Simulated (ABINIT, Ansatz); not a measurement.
# TaAl (Pm-3m): from the cell to the phonon bands, part 3 of 3

How does TaAl (Pm-3m) vibrate, and is this structure a minimum?

ABINIT 10.8.3; DFT PBEsol, scalar-relativistic, plane waves, PseudoDojo norm-conserving pseudopotentials.

So far, lowest frequency on the path (cm⁻¹): step 6 (interpolated phonon bands) -130. The relaxed cell has a = 3.196 Å (conventional setting).

The structure was built from a prototype and need not be the compound's stable phase.

## 7. Sums over the zone

Sums over the zone need many more wavevectors than were solved, so the interpolation is sampled on a dense mesh.

The input, anaddb.abi:

```
ddb_filepath "all_DDB"
output_file "anaddb.abo"
outdata_prefix "anaddb"
ifcflag 1
ngqpt 4 4 4
nqshft 1
q1shft 0.0 0.0 0.0
asr 1
chneut 0
dipdip 0
dipquad 0
quadquad 0
prtdos 2
ng2qpt 14 14 14
dosdeltae 4.5563e-06
ntemper 11
temperinc 100.0
tempermin 0.0
```

On the command line:

```bash
$ OMP_NUM_THREADS=1 anaddb anaddb.abi > anaddb.log
```

Numbers of over 12 decimals in the logs are rounded to 6 here.

anaddb.abo, the main output file:

```text
[banners, grids, parts of the stress and lines that vanish by symmetry left out]
-outvars_anaddb: echo values of input variables ----------------------

 Flags :
     ifcflag         1
 Miscellaneous information :
         asr         1
      chneut         0
 Interatomic Force Constants Inputs :
      dipdip         0
     dipquad         0
    quadquad         0
      ifcana         0
      ifcout         0
 Description of grid 1 :
        brav         1
       ngqpt         4         4         4
      nqshft         1
      q1shft
                     0.00000000E+00  0.00000000E+00  0.00000000E+00
 Phonon DOS information :
   dosdeltae  4.55630000E-06
    dossmear  4.55633525E-06
 Description of grid 2 (Fourier interp. or BZ sampling):
      ng2qpt        14        14        14
      ngrids         4
      q2shft         0.00000000E+00  0.00000000E+00  0.00000000E+00

================================================================================

 read the DDB information and perform some checks

  ==== Info on the Cryst% object ====
 Real(R)+Recip(G) space primitive vectors, cartesian coordinates (Bohr,Bohr^-1):
 R(1)=  6.0396981  0.0000000  0.0000000  G(1)=  0.1655712  0.0000000  0.0000000
 R(2)=  0.0000000  6.0396981  0.0000000  G(2)=  0.0000000  0.1655712  0.0000000
 R(3)=  0.0000000  0.0000000  6.0396981  G(3)=  0.0000000  0.0000000  0.1655712
 Unit cell volume ucvol=  2.2031582E+02 bohr^3
 Angles (23,13,12)=  9.00000000E+01  9.00000000E+01  9.00000000E+01 degrees
 Time-reversal symmetry is present
 Reduced atomic positions [iatom, xred, symbol]:
    1)    0.0000000  0.0000000  0.0000000  Al
    2)    0.5000000  0.5000000  0.5000000  Ta

 DDB file with 10 blocks has been read.

================================================================================

 Calculation of the interatomic forces

       Homogeneous q point set in the B.Z.
 Grid q points  :       64
  1)   0.00000000E+00  0.00000000E+00  0.00000000E+00
  2)   2.50000000E-01  0.00000000E+00  0.00000000E+00
  3)   5.00000000E-01  0.00000000E+00  0.00000000E+00
  4)  -2.50000000E-01  0.00000000E+00  0.00000000E+00
  5)   0.00000000E+00  2.50000000E-01  0.00000000E+00
  6)   2.50000000E-01  2.50000000E-01  0.00000000E+00
  7)   5.00000000E-01  2.50000000E-01  0.00000000E+00
  8)  -2.50000000E-01  2.50000000E-01  0.00000000E+00
  9)   0.00000000E+00  5.00000000E-01  0.00000000E+00
 10)   2.50000000E-01  5.00000000E-01  0.00000000E+00
 11)   5.00000000E-01  5.00000000E-01  0.00000000E+00
 12)  -2.50000000E-01  5.00000000E-01  0.00000000E+00
 13)   0.00000000E+00 -2.50000000E-01  0.00000000E+00
 14)   2.50000000E-01 -2.50000000E-01  0.00000000E+00
[...]
58)   2.50000000E-01  5.00000000E-01 -2.50000000E-01
 59)   5.00000000E-01  5.00000000E-01 -2.50000000E-01
 60)  -2.50000000E-01  5.00000000E-01 -2.50000000E-01
 61)   0.00000000E+00 -2.50000000E-01 -2.50000000E-01
 62)   2.50000000E-01 -2.50000000E-01 -2.50000000E-01
 63)   5.00000000E-01 -2.50000000E-01 -2.50000000E-01
 64)  -2.50000000E-01 -2.50000000E-01 -2.50000000E-01

 The interatomic forces have been obtained

================================================================================

 Calculation of phonon density of states

 Average speed of sound partial sums:     0.1655366501E-03 (at units)
-                                   =           0.3621 [km/s]

 Debye frequency from partial sums:     0.1068306636E-03 (Ha)
-                                 =     0.7029119996E+00 (THz)
-Debye temperature from partial sums:     0.3373445545E+02 (K)

 Average speed of sound:     0.6072279412E-04 (at units)
-                      =           0.1328 [km/s]

 Debye frequency from DOS:     0.3918803715E-04 (Ha)
-                        =     0.2578448979E+00 (THz)
-Debye temperature from DOS:     0.1237460340E+02 (K)

-
```

It took 0.68 s on 1 thread of AMD EPYC 9R45, shared host.

This step gave:

```yaml
share_of_modes_beyond_3i_cm_minus1_on_the_dense_interpolated_mesh: 0.2134
```

The phonon density of states has structure finer than the step of the table below, so its rows give means over 20 cm⁻¹, whole bins alone (the curve runs from -160 to 335 cm⁻¹). Peaks (cm⁻¹: height): -91.3: 0.0216, 109.7: 0.0427, 268.7: 0.0772, 298.7: 0.0944.

Tetrahedra. Phonon density of states against wavenumber; means over each step:

| wavenumber (cm⁻¹) | phonon density of states (1/cm⁻¹/cell) |
| --- | --- |
| -140 | 1.5e-5 |
| -120 | 0.00672 |
| -100 | 0.0165 |
| -80 | 0.0170 |
| -60 | 0.0101 |
| -40 | 0.00671 |
| -20 | 0.00508 |
| 0 | 0.00492 |
| 20 | 0.00540 |
| 40 | 0.00658 |
| 60 | 0.00916 |
| 80 | 0.0136 |
| 100 | 0.0252 |
| 120 | 0.0211 |
| 140 | 0.00184 |
| 160 | 0 |
| 180 | 0 |
| 200 | 0 |
| 220 | 0 |
| 240 | 0 |
| 260 | 0.0259 |
| 280 | 0.0702 |
| 300 | 0.0532 |
| 320 | 0 |

## 8. Cross-check with Ansatz

A second program on the same cell, potentials, cutoff and meshes tests the implementation of the phonon response, not its convergence.

This step: DFT PBEsol, scalar-relativistic, plane waves, PseudoDojo norm-conserving pseudopotentials (Ansatz 0.2.0).

The input, input.yaml:

```yaml
crystal:
  lattice:
    - [3.1960705835, 0.0, 0.0]
    - [0.0, 3.1960705835, 0.0]
    - [0.0, 0.0, 3.1960705835]
  atoms:
    - { symbol: Al, position: [0.0, 0.0, 0.0] }
    - { symbol: Ta, position: [0.5, 0.5, 0.5] }
kpoints:
  mp_grid: { grid: [8, 8, 8] }
hamiltonian:
  xc: pbesol
  pseudopotentials: { kind: nc, accuracy: standard }
scf:
  occupations: { method: methfessel_paxton, width: 0.27211 }
output:
  eigenvalues: true
basis:
  ecutwfc: 680.285
phonons:
  method: dfpt
  qmesh: [4, 4, 4]
  temperatures: { t_max: 1000, t_step: 50 }
  qpath:
    path:
      - [[0.0, 0.0, 0.0], [0.0, 0.5, 0.0], [0.5, 0.5, 0.0], [0.0, 0.0, 0.0], [0.5, 0.5, 0.5], [0.0, 0.5, 0.0]]
      - [[0.5, 0.5, 0.5], [0.5, 0.5, 0.0]]
    npoints: 10
```

On the command line:

```bash
$ ansatz run input.yaml --threads 4 --pin off --max-ram 8192MiB --backend cpu --events-out ev --progress --plain --runs-dir out
```

The program printed:

```text
Warning: basis.ecutwfc = 680.285 eV is below the records' recommended 789.130201 eV, and the density's cutoff is lower with it unless basis.ecutrho_ratio is high enough to keep the records' density cutoff: compare with a run at a higher cutoff
Engine: ansatz 0.2.0, x86_64-unknown-linux-gnu
Pseudopotentials: kind: nc
Pseudopotential: Al, nc, valence charge 3, recommended cutoff 544.227725 eV (normal), Al.nc.azcp (PseudoDojo's, or run here from an input of PseudoDojo's; its table is named by hamiltonian.pseudopotentials.accuracy)
Pseudopotential: Ta, nc, valence charge 13, recommended cutoff 789.130201 eV (normal), Ta.nc.azcp (PseudoDojo's, or run here from an input of PseudoDojo's; its table is named by hamiltonian.pseudopotentials.accuracy)
Functional definition: PBEsol
  exchange = pbesol_x
  correlation = pbesol_c
Crystal: 2 atoms, lattice volume = 32.647 Å³
Basis set: ecut = 680.285 eV, 1357 PW (Γ), exchange–correlation on 60×60×60 points (8 copies of the dense FFT grid, shifted against one another)
Bands: 12, of which v1, the nominal top of the filled ones, is band 8 counted from 1 (7 counted from 0)
Symmetry: 48 space group operations
k-points: 35 of 512
Non-local potential: Al, projectors of the file, l = 0: 2, l = 1: 2, l = 2: 2
Non-local potential: Ta, projectors of the file, l = 0: 2, l = 1: 2, l = 2: 2, l = 3: 2
Initial density: superposition of atomic densities (chi_scale 0.1, normalization cell, long waves kept (reshape's long-wave potential 0.00 eV rms))
Initial wavefunctions: pseudopotential atomic-orbital guess
Functional: x = pbesol(κ = 0.804, μ = 0.123457), c = pbesol(β = 0.046)
SCF iter   1: F=—  HF=-1834.050719 eV  |F-HF|=—  |Δ(HF+E_count)|=         —  Δρ=3.46e-2  dr2=4.22e-1  ethr=3.10e-3  ⟨swp⟩=5.0  Hψ=2552  notcnv=0
preconditioner: auto → none  [metal: Δε(μ)=0.070 eV  Ē_g=6.628 eV  σ=0.272 eV  W_gap=0.21  n_scr=6 (ndim 8)  ℏωp=18.4 eV  f_vac=0.000  D(μ)=2.61/eV (n_scr^D=26)  sad-step TF]
SCF iter   2: F=—  HF=-1833.945005 eV  |F-HF|=—  |Δ(HF+E_count)|=   1.06e-1  S|Δr|=    0.00e0  Δρ=2.02e-2  dr2=1.34e-1  ethr=2.64e-3  ⟨swp⟩=1.0  Hψ=700  notcnv=0
SCF iter   3: F=—  HF=-1833.897251 eV  |F-HF|=—  |Δ(HF+E_count)|=   4.78e-2  S|Δr|=    0.00e0  Δρ=4.80e-3  dr2=1.39e-2  ethr=8.37e-4  ⟨swp⟩=2.0  Hψ=565  notcnv=0
SCF iter   4: F=—  HF=-1833.892517 eV  |F-HF|=—  |Δ(HF+E_count)|=   4.73e-3  S|Δr|=    0.00e0  Δρ=7.18e-4  dr2=5.19e-5  ethr=8.67e-5  ⟨swp⟩=2.6  Hψ=666  notcnv=0
SCF iter   5: F=—  HF=-1833.892496 eV  |F-HF|=—  |Δ(HF+E_count)|=   2.08e-5  S|Δr|=    0.00e0  Δρ=1.83e-4  dr2=2.57e-6  ethr=3.25e-7  ⟨swp⟩=2.5  Hψ=707  notcnv=0
SCF iter   6: F=—  HF=-1833.892498 eV  |F-HF|=—  |Δ(HF+E_count)|=   1.67e-6  S|Δr|=    0.00e0  Δρ=1.52e-5  dr2=3.85e-8  ethr=1.61e-8  ⟨swp⟩=1.7  Hψ=540  notcnv=0
SCF iter   7: F=—  HF=-1833.892498 eV  |F-HF|=—  |Δ(HF+E_count)|=   7.18e-7  S|Δr|=    0.00e0  Δρ=2.02e-6  dr2=5.32e-10  ethr=2.41e-10  ⟨swp⟩=2.1  Hψ=710  notcnv=0  defer=1
SCF iter   8: F=—  HF=-1833.892498 eV  |F-HF|=—  |Δ(HF+E_count)|=  9.53e-11  S|Δr|=    0.00e0  Δρ=5.06e-7  dr2=3.20e-11  ethr=3.32e-12  ⟨swp⟩=2.6  Hψ=732  notcnv=0  defer=1
SCF iter   9: F=-1833.892498 eV  HF=-1833.892498 eV  |F-HF|=4.55e-13  |Δ(HF+E_count)|=  1.66e-11  S|Δr|=    0.00e0  Δρ=6.15e-8  dr2=5.82e-13  ethr=1.00e-12  ⟨swp⟩=7.4  Hψ=2538  notcnv=0
SCF 1 converged in 9 iterations: F = -1833.892498 eV  dr2 = 5.82e-13
Initial density: read from a saved state, or passed on in memory by an earlier SCF of this step, an earlier step, the calling program or the single point that the run made first
iter 1 solved again at ethr=7.30e-9 eV; its pass at ethr=3.10e-3 eV (dr2=1.17e-6 eV) is discarded
SCF iter   1: F=—  HF=-1833.892498 eV  |F-HF|=—  |Δ(HF+E_count)|=         —  Δρ=1.41e-7  dr2=4.75e-12  ethr=7.30e-9  ⟨swp⟩=4.3  Hψ=4348  notcnv=0
eigensolver tolerance schedule: the retry pair's looser diagonalisation over-reported the residual by 245721.10 of it (diagonalisation noise at 1.37 of the residual, at the tolerance the schedule requests for it); recorded, not acted on — ethr = c·dr2/N_el stays at c = 1.0e-1
preconditioner: auto → none  [metal: Δε(μ)=0.008 eV  Ē_g=6.467 eV  σ=0.272 eV  W_gap=0.03  n_scr=6 (ndim 8)  ℏωp=18.4 eV  f_vac=0.000  D(μ)=2.64/eV (n_scr^D=26)]
SCF iter   2: F=-1833.892498 eV  HF=-1833.892498 eV  |F-HF|=6.37e-12  |Δ(HF+E_count)|=   3.76e-7  S|Δr|=    0.00e0  Δρ=1.08e-7  dr2=7.36e-12  ethr=1.00e-12  ⟨swp⟩=6.8  Hψ=2067  notcnv=0
SCF 2 converged in 2 iterations: F = -1833.892498 eV  dr2 = 7.36e-12
phonons: the bands overlap, so this run is a metal and interpolates without the dipole-dipole term. If the crystal is really an insulator or semiconductor, its LO-TO splitting is missing
NSCF: frozen V_eff on 35 k-points
WARN: eigensolver did not converge in 5 slots of this pass, the one above among them; of largest residual over every band (k=17): 1 band(s) unlocked (lowest unlocked band 11, counted from 0; max residual 3.58e-5 eV among the unlocked bands, 3.58e-5 eV over every band); of lowest unlocked band (k=7): band 11
NSCF: frozen V_eff on 75 k-points
DFPT response loops at q = (0, 0, 0) (fractional): preconditioner auto → Kerker (q_TF=auto, 2.423 Å⁻¹) (partly filled bands, converged f_vac=0.000); β = 1.00, the filter's whole step (`scf.mixing.beta` (0.50) is not read by the response loops under this deck's `scf.mixing.preconditioner`; to damp them name `kerker` or `kerker_dos`, under which they read `scf.mixing.beta`, and type it under 1.00, their step now; both keys bind the ground state too); Broyden in place of MSR1
NSCF: frozen V_eff on 400 k-points
DFPT response loops at q = (0, 0, 0.25) (fractional): mixed as the last ones told, above
NSCF: frozen V_eff on 250 k-points
DFPT response loops at q = (0, 0, -0.5) (fractional): mixed as the last ones told, above
NSCF: frozen V_eff on 640 k-points
DFPT response loops at q = (0, 0.25, 0.25) (fractional): mixed as the last ones told, above
NSCF: frozen V_eff on 400 k-points
DFPT response loops at q = (0, 0.25, -0.5) (fractional): mixed as the last ones told, above
NSCF: frozen V_eff on 250 k-points
DFPT response loops at q = (0, -0.5, -0.5) (fractional): mixed as the last ones told, above
NSCF: frozen V_eff on 576 k-points
DFPT response loops at q = (0.25, 0.25, 0.25) (fractional): mixed as the last ones told, above
NSCF: frozen V_eff on 640 k-points
DFPT response loops at q = (0.25, 0.25, -0.5) (fractional): mixed as the last ones told, above
NSCF: frozen V_eff on 400 k-points
DFPT response loops at q = (0.25, -0.5, -0.5) (fractional): mixed as the last ones told, above
NSCF: frozen V_eff on 150 k-points
DFPT response loops at q = (-0.5, -0.5, -0.5) (fractional): mixed as the last ones told, above
SCF converged after 9 iterations
Stability not checked: this state was not tested for a lower state beside it, because cold or Methfessel-Paxton smearing, or corrected tetrahedra, fill the levels in a way that the test cannot read (fill_not_monotonic; see scf.lower_state_search)
Free energy (F): -1833.892498 eV
Harris-Foulkes:  -1833.892498 eV  (|F-HF|=4.55e-13)
Internal energy: -1833.876194 eV  (E = F + TS)
E sigma→0 (E₀):  -1833.888422 eV
Entropy (-TS):   -0.016304 eV (-8.152 meV/atom)
Fermi energy:    14.403977 eV
--- Per-component energies (eV) ---
  E_band       = -137.749839
  E_kinetic    = 492.059979
  E_local      = -1047.130745  (includes V_loc(G=0)·N_el)
  E_nonlocal   = 135.175165
  E_hartree    = 294.996889
  E_xc         = -430.361453
  E_vxc        = -307.848036  (∫ρ·V_xc dr)
  E_ewald      = -1278.616029
  E_smearing   = -0.016304  (= −TS)
  E_closure    = -0.000000  (closes the sum)
  Σ components = -1833.892498   (vs F -1833.892498, Δ=0.00e0)
--- Band table (eV; the first three rows and the last of 35) ---
  k-point 0: bands = [... 4 lower, 4.2319, 11.7646, 11.7646, 17.0289, 17.0289, 17.0289, 18.6525, 18.6525]
  k-point 1: bands = [... 4 lower, 4.5236, 11.7502, 11.8977, 16.1486, 16.1486, 17.0933, 17.9371, 19.6678]
  k-point 2: bands = [... 4 lower, 5.3551, 11.2625, 12.2542, 15.0404, 15.0404, 17.2551, 17.4406, 21.2046]
  k-point 34: bands = [... 4 lower, 10.1305, 10.1305, 10.1305, 14.5244, 17.7099, 17.7099, 17.7099, 19.3297]
--- Phonons (Γ-DFPT): 2 representative perturbations + reference (Σ response iterations 5) ---
  ASR residual: 1.721e-4 → 0.000e0 eV/Å²; symmetrization residual: 1.988e-6 eV/Å²
  ASR residual per site (eV/Å²): 2.54e-6 1.72e-4
  Γ frequencies (cm⁻¹): 0.00 0.00 0.00 295.32 295.32 295.32
--- Phonons (arbitrary-q DFPT): 10 irreducible q on the 4×4×4 mesh ---
  q = [0.0000, 0.0000, 0.0000] (star 1, of the zone-centre solve; hermiticity 5.28e-7, symmetrization 1.06e-14): -0.00 -0.00 0.00 295.32 295.32 295.32
  q = [0.0000, 0.0000, 0.2500] (star 6, 4 solved perturbations in 640 linear systems a pass and spin channel, the states on 200 of 512 k-point pairs; hermiticity 2.28e-6, symmetrization 1.15e-14, the responses' own estimated error 2.1e-4 eV/Å²): -33.35 59.67 59.67 284.31 284.31 288.22
  q = [0.0000, 0.0000, -0.5000] (star 3, 4 solved perturbations in 400 linear systems a pass and spin channel, the states on 125 of 512 k-point pairs; hermiticity 5.92e-14, symmetrization 7.44e-14, the responses' own estimated error 2.1e-4 eV/Å²): 84.92 108.62 108.62 263.45 263.45 266.31
  q = [0.0000, 0.2500, 0.2500] (star 12, 4 solved perturbations in 1000 linear systems a pass and spin channel, the states on 320 of 512 k-point pairs; hermiticity 1.46e-6, symmetrization 4.51e-14, the responses' own estimated error 2.1e-4 eV/Å²): -112.99 87.53 113.23 262.05 283.60 305.44
  q = [0.0000, 0.2500, -0.5000] (star 12, 6 solved perturbations on 200 of 512 k-point pairs; hermiticity 1.40e-6, symmetrization 7.92e-15, the responses' own estimated error 1.9e-4 eV/Å²): -77.03 -54.23 125.44 274.33 286.34 293.98
  q = [0.0000, -0.5000, -0.5000] (star 3, 4 solved perturbations in 400 linear systems a pass and spin channel, the states on 125 of 512 k-point pairs; hermiticity 9.83e-7, symmetrization 8.30e-14, the responses' own estimated error 8.7e-5 eV/Å²): -130.27 -130.27 136.15 283.86 304.03 304.03
  q = [0.2500, 0.2500, 0.2500] (star 8, 2 solved perturbations on 288 of 512 k-point pairs; hermiticity 1.17e-6, symmetrization 8.30e-14, the responses' own estimated error 1.8e-4 eV/Å²): -54.87 -54.87 98.91 281.08 289.95 289.95
  q = [0.2500, 0.2500, -0.5000] (star 12, 4 solved perturbations in 1000 linear systems a pass and spin channel, the states on 320 of 512 k-point pairs; hermiticity 6.48e-7, symmetrization 4.85e-14, the responses' own estimated error 8.0e-5 eV/Å²): -65.06 -46.78 107.21 264.95 292.42 297.28
  q = [0.2500, -0.5000, -0.5000] (star 6, 4 solved perturbations in 640 linear systems a pass and spin channel, the states on 200 of 512 k-point pairs; hermiticity 1.60e-7, symmetrization 9.75e-14, the responses' own estimated error 2.0e-4 eV/Å²): -69.41 -69.41 116.57 267.64 281.38 281.38
  q = [-0.5000, -0.5000, -0.5000] (star 1, 2 solved perturbations on 75 of 512 k-point pairs; hermiticity 1.63e-13, symmetrization 5.08e-13, the responses' own estimated error 6.8e-5 eV/Å²): 96.41 96.41 96.41 257.50 257.50 257.50
  sum rule: each row above includes the acoustic sum rule's correction from the zone centre's row sums; it moved no ω² by more than (0.51 cm⁻¹)²
  mesh force constants: q→R imaginary residual 5.63e-18; ASR residual 1.721e-4 → 0.000e0 eV/Å²; symmetrization residual 8.882e-15 eV/Å²
  interpolated dispersion: 62 rows × 6 modes
  density of states and harmonic sums: on the 20×20×20 q-mesh, interpolated from the force constants of a 4×4×4 supercell (no non-analytic term)
  largest difference from the sums on the solved wave vectors: F 7.72e-2 eV, S 1.03e-4 and C_V 2.60e-5 eV/K
  zero-point energy: 0.062121 eV/cell   skipped modes (ω ≤ 0): 362, of them read as no rigid motion or as one in doubt: 359 (1.307e0 modes/cell left out, lowest -130.27 cm⁻¹)   left out of the sums: 2.18e-1 of the cell's modes: C_V's classical limit lies that fraction below 3 k_B per atom; for a crystal, a wire or a layer, F and S can be off by more, and a phonons.interpolated_qmesh denser along its periods is the remedy for the sampling
```

Elapsed: 26 s, on 4 threads; peak memory 1 GiB; 100 s of CPU time.

Read from the output:

```
sum-rule residual before enforcement                               : 1.72e-4 eV/Å²
share of modes beyond 3i cm⁻¹ on the dense interpolated mesh       : 0.2158
lowest mode on the q mesh (acoustic ones at the zone centre apart) : -130.3 cm⁻¹
```

## 9. Side by side: ABINIT PseudoDojo and Ansatz, PseudoDojo

Worked out from the results:

```yaml
root_mean_square_difference: 0.08 cm⁻¹
largest_difference: 0.27 cm⁻¹
root_mean_square_difference_on_the_path: 0 cm⁻¹
largest_difference_on_the_path: 0.1 cm⁻¹
```

The 12 of 57 modes that differ most. Frequencies side by side:

| q (reciprocal lattice) | mode | ABINIT PseudoDojo (cm⁻¹) | Ansatz, PseudoDojo (cm⁻¹) |
| --- | --- | --- | --- |
| 0.25 0 0 | 1 | -33.08 | -33.35 |
| 0.25 0 0 | 2 | 59.8 | 59.67 |
| 0.25 0 0 | 3 | 59.8 | 59.67 |
| 0.5 0 0 | 1 | 85.03 | 84.92 |
| 0.5 0.25 0 | 1 | -76.92 | -77.03 |
| 0.5 0.25 0 | 2 | -54.12 | -54.23 |
| 0.25 0.25 0.25 | 1 | -54.69 | -54.87 |
| 0.25 0.25 0.25 | 2 | -54.69 | -54.87 |
| 0.5 0.25 0.25 | 1 | -64.92 | -65.06 |
| 0.5 0.25 0.25 | 2 | -46.66 | -46.78 |
| 0.5 0.5 0.25 | 1 | -69.28 | -69.41 |
| 0.5 0.5 0.25 | 2 | -69.28 | -69.41 |

The interpolated bands of the two lie on top of each other.

At the solved wavevectors the largest difference (acoustic modes at Γ apart) is 0.09 % of the highest mode.

## 10. Summary of results

```yaml
space_group_after_relaxation: Pm-3m
volume_per_atom: 16.3 Å³
highest_optical_zone_centre_mode_no_lo_to_term: 295.3 cm⁻¹
q_mesh: 4×4×4
lowest_mode_on_the_q_mesh_acoustic_ones_at_the_zone_centre_apart: -130.2 cm⁻¹
imaginary_modes_on_the_q_mesh: yes
largest_difference_from_ansatz_pseudodojo: 0.27 cm⁻¹
```

**Reading.** TaAl (Pm-3m) is unstable: a mode solved on the 4×4×4 mesh is imaginary, 130i cm⁻¹; its spectrum reaches 306 cm⁻¹. At the PBEsol level the optical modes of TaAl (Pm-3m) at the zone centre lie at 295 cm⁻¹. The base run prints -0.31 GPa, mostly the error of a finite basis; the relaxation, with a smoothed and higher cutoff, had brought the cell to rest. The most unstable solved mode lies at q = (0.5, 0.5, 0), on the zone boundary, so the distortion that it points to doubles the cell. ABINIT PseudoDojo and Ansatz, PseudoDojo agree to 0.27 cm⁻¹ (0.09 % of the highest mode compared) on all solved modes but the acoustic ones at Γ, without the LO-TO term. These are harmonic frequencies at zero temperature: anharmonic shifts and linewidths and thermal expansion are left out. Spin-orbit coupling is left out, which can matter for the heavy elements here. In a metal the frequencies hang on the k mesh and the smearing, most of all near Kohn anomalies. Ansatz warns that the cutoff lies 14 % under the one recommended for these files; agreement at one cutoff is not convergence. The structure is a hypothetical one, built on a prototype.

[Host names and launcher messages were left out of these logs when they were recorded.]

[Logs are printed without paths, hosts, clocks, repeated set-up lines and the standing remarks that a program may print on its own settings, such as how far it seeks lower states.]

[Hosts, paths, dates, database ids (printed as entryN), source tags and the programs' standing remarks are cut or masked in the printed files.]
